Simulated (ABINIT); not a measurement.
# InP (F-43m): G0W0 in ABINIT against the bands in the self-energy

Wanted: the cheapest bands in the self-energy that holds the gap of InP (F-43m).

Method: PBE and many-body steps on it, plane waves, in ABINIT 10.8.3.

Report form: the programs' logs are mostly left out.

The database entry behind the starting cell differs from later determinations by our own check (0.1 to 0.3 % short, probably kX units), so it need not match the best structure at ambient conditions.

### Step 1. The starting structure

It takes space group F-43m (No. 216, cubic). The conventional cell has a = 5.861 Å, b = 5.861 Å, c = 5.861 Å, α = 90.00°, β = 90.00°, γ = 90.00°. Nearest to In lie 4 P at 2.54 Å. Nearest to P lie 4 In at 2.54 Å. Farther neighbours are not listed.

The cell and positions come from the Crystallography Open Database and are kept as given unless a step says otherwise.

### Step 2. Screening, 4×4×4 mesh, 90 bands, screening to 176.9 eV

This step: ABINIT 10.8.3; RPA screening on PBE, plane waves, norm-conserving pseudopotentials.

The RPA dielectric matrix is built and inverted for each q.

The input, run.abi:

```
acell 3*1.0 Angstrom
rprim 
  -0.000000000000 2.930500000000 2.930500000000
  2.930500000000 -0.000000000000 2.930500000000
  2.930500000000 2.930500000000 -0.000000000000
ntypat 2
znucl 49 15
natom 2
typat 1 2
xred 
  0.000000000000 0.000000000000 0.000000000000
  0.250000000000 0.250000000000 0.250000000000
pp_dirpath "pseudos"
pseudos "In.upf, P.upf"
ecut 31
ngkpt 4 4 4
nshiftk 1
shiftk 0 0 0
kptopt 1
chksymbreak 0
istwfk *1
occopt 1
irdwfk 1
optdriver 3
nband 90
ecuteps 6.5
inclvkb 2
awtr 1
symchi 1
indata_prefix "in"
outdata_prefix "out"
tmpdata_prefix "tmp"
```

On the command line:

```console
OMP_NUM_THREADS=1 mpirun -n 4 abinit run.abi > log
```

Run time: 25 s. Hardware: 4 MPI ranks of Arm Neoverse V1, shared host; peak memory 0.74 GiB; 99 s of CPU time.

Numbers from this step:

| Item | Value |
| --- | --- |
| ε∞ with local fields, on this mesh, along the program's q direction | 42.77 |
| the same without local fields | 45.20 |
| plasma frequency | 22.21 eV |
| plane waves in the screening matrix | 283 |

Local fields lower ε∞ by 5 %. On a Γ-centred mesh this coarse the value itself is usually too large, while a short band sum pulls it down.

### Step 3. 17 bands

This step: G0W0 on PBE, plane waves, norm-conserving pseudopotentials.

Changes to run.abi since step 2:

```diff
@@ -23,8 +23,15 @@
 irdwfk 1
-optdriver 3
-nband 90
+optdriver 4
+nband 17
+gwcalctyp 0
+ecutsigx 31
+symsigma 1
+nkptgw 1
+kptgw 
+  0.0000000000 0.0000000000 0.0000000000
+bdgw 
+  7 13
 ecuteps 6.5
-inclvkb 2
-awtr 1
-symchi 1
+irdscr 1
+ppmodel 1
 indata_prefix "in"
```

Run time: 3.7 s. Hardware: 4 MPI ranks; peak memory 0.53 GiB.

Numbers from this step:

| Property | Result |
| --- | --- |
| G0W0 gap on the points computed | 0.984 eV |
| starting gap on the mesh | 0.7094 eV |
| k of the valence top | 0, 0, 0 |
| k of the conduction bottom | 0, 0, 0 |
| Z at the valence top | 0.788 |
| Z at the conduction bottom | 0.802 |
| least direct G0W0 gap on the computed points | 0.984 eV |

### Step 4. 29 bands

The self-energy is evaluated for the states that the input lists, and the levels follow from it, in one-shot runs by the linearised quasiparticle equation.

Changes to run.abi since step 3:

```diff
@@ -24,3 +24,3 @@
 optdriver 4
-nband 17
+nband 29
 gwcalctyp 0
```

Run time: 4.4 s. Hardware: 4 MPI ranks; peak memory 0.53 GiB; 17 s of CPU time.

Numbers from this step:

| Quantity | Value |
| --- | --- |
| G0W0 gap on the points computed | 1.005 eV |
| starting gap on the mesh | 0.7094 eV |
| k of the valence top | 0, 0, 0 |
| k of the conduction bottom | 0, 0, 0 |
| Z at the valence top | 0.778 |
| Z at the conduction bottom | 0.791 |
| least direct G0W0 gap on the computed points | 1.005 eV |

The gap on the mesh goes from 0.71 eV to 1.00 eV, a correction of +0.30 eV.

### Step 5. 56 bands

Changes to run.abi since step 4:

```diff
@@ -24,3 +24,3 @@
 optdriver 4
-nband 29
+nband 56
 gwcalctyp 0
```

Elapsed: 5.8 s, on 4 MPI ranks; peak memory 0.54 GiB.

Numbers from this step:

```
G0W0 gap on the points computed              : 0.9910 eV
starting gap on the mesh                     : 0.7094 eV
k of the valence top                         : 0, 0, 0
k of the conduction bottom                   : 0, 0, 0
least direct G0W0 gap on the computed points : 0.9910 eV
```

Against the run before, the gap moves by −0.014 eV.

### Step 6. 90 bands

Changes to run.abi since step 5:

```diff
@@ -24,3 +24,3 @@
 optdriver 4
-nband 56
+nband 90
 gwcalctyp 0
```

It took 7.8 s on 4 MPI ranks; peak memory 0.71 GiB; 31 s of CPU time.

This step gave:

* G0W0 gap on the points computed: 1.003 eV
* starting gap on the mesh: 0.7094 eV
* k of the valence top: 0, 0, 0
* k of the conduction bottom: 0, 0, 0
* least direct G0W0 gap on the computed points: 1.003 eV

Against the run before, the gap moves by +0.012 eV.

### Step 7. The runs together

Times are wall times on 4 MPI ranks of Arm Neoverse V1, shared host, good to a factor of about two. A run's time includes the screening step that it read.

```tsv
run	mesh	bands	screening cutoff (eV)	DFT gap (eV)	gap on the mesh (eV)	direct (eV)	ε∞ used	time
17 bands	4×4×4	17	176.9	0.709	0.984	0.984	42.77	28 s
29 bands	4×4×4	29	176.9	0.709	1.005	1.005	42.77	29 s
56 bands	4×4×4	56	176.9	0.709	0.991	0.991	42.77	30 s
90 bands	4×4×4	90	176.9	0.709	1.003	1.003	42.77	32 s
```

### Step 8. Results

```yaml
17_bands: 0.984 eV
29_bands: 1.005 eV
56_bands: 0.991 eV
90_bands: 1.003 eV
known_limits: not at the basis limit; exchange with frozen shells missing; mesh may overstate the screening; no spin-orbit coupling; coarse k mesh
```

In words: The setting moved: bands in the self-energy. From 17 bands to 90 bands the gap moves by +0.02 eV. The last step still moves it by +0.012 eV. Bands and screening cutoff are coupled, so a series along one setting does not show full convergence. Bands and cutoff are finite, so the gap is not at the basis limit. The miss can reach some tenths of an eV and take either sign; the mesh is an error of its own. In the G0W0 runs levels were corrected at 1 k point alone, so a gap called «on the mesh» is the least over those, and an edge elsewhere would be missed. The 4×4×4 mesh is coarse for this cell, which bears on the long-range parts of exchange and screening. The norm-conserving file of at least one element keeps a d shell over frozen s and p shells of the same row. Exchange with those shells is missing from the self-energy, an error of 0.3 to 0.9 eV in cases checked, whose sign depends on which edge lies on those atoms. For the PBE start: The RPA ε∞ on this mesh reaches over 25; with a narrow direct gap a coarse mesh can overstate it, and the correction is then too small. The many-body steps are scalar-relativistic: spin-orbit coupling is not in them.

[Paths, hosts, dates, memory and timing lines, banners, echoed tables and standing remarks are left out of the program output.]

[Logs are printed without paths, hosts, clocks, repeated set-up lines and the standing remarks that a program may print on its own settings, such as how far it seeks lower states.]

[Runs of the session that timed out or met a known fault of the program may be left out.]

[Hosts, paths, dates, database ids (printed as entryN), source tags and the programs' standing remarks are cut or masked in the printed files.]

[G0W0 gaps are taken among the corrected bands and points alone; a level outside them can change the order at an edge.]

[Where Ansatz stands beside ABINIT at settings called matched, ABINIT's density can come from a denser mesh and the files from another edition; pairs whose starting gaps differed by over 0.03 eV were left out, so agreement reads better than it is.]
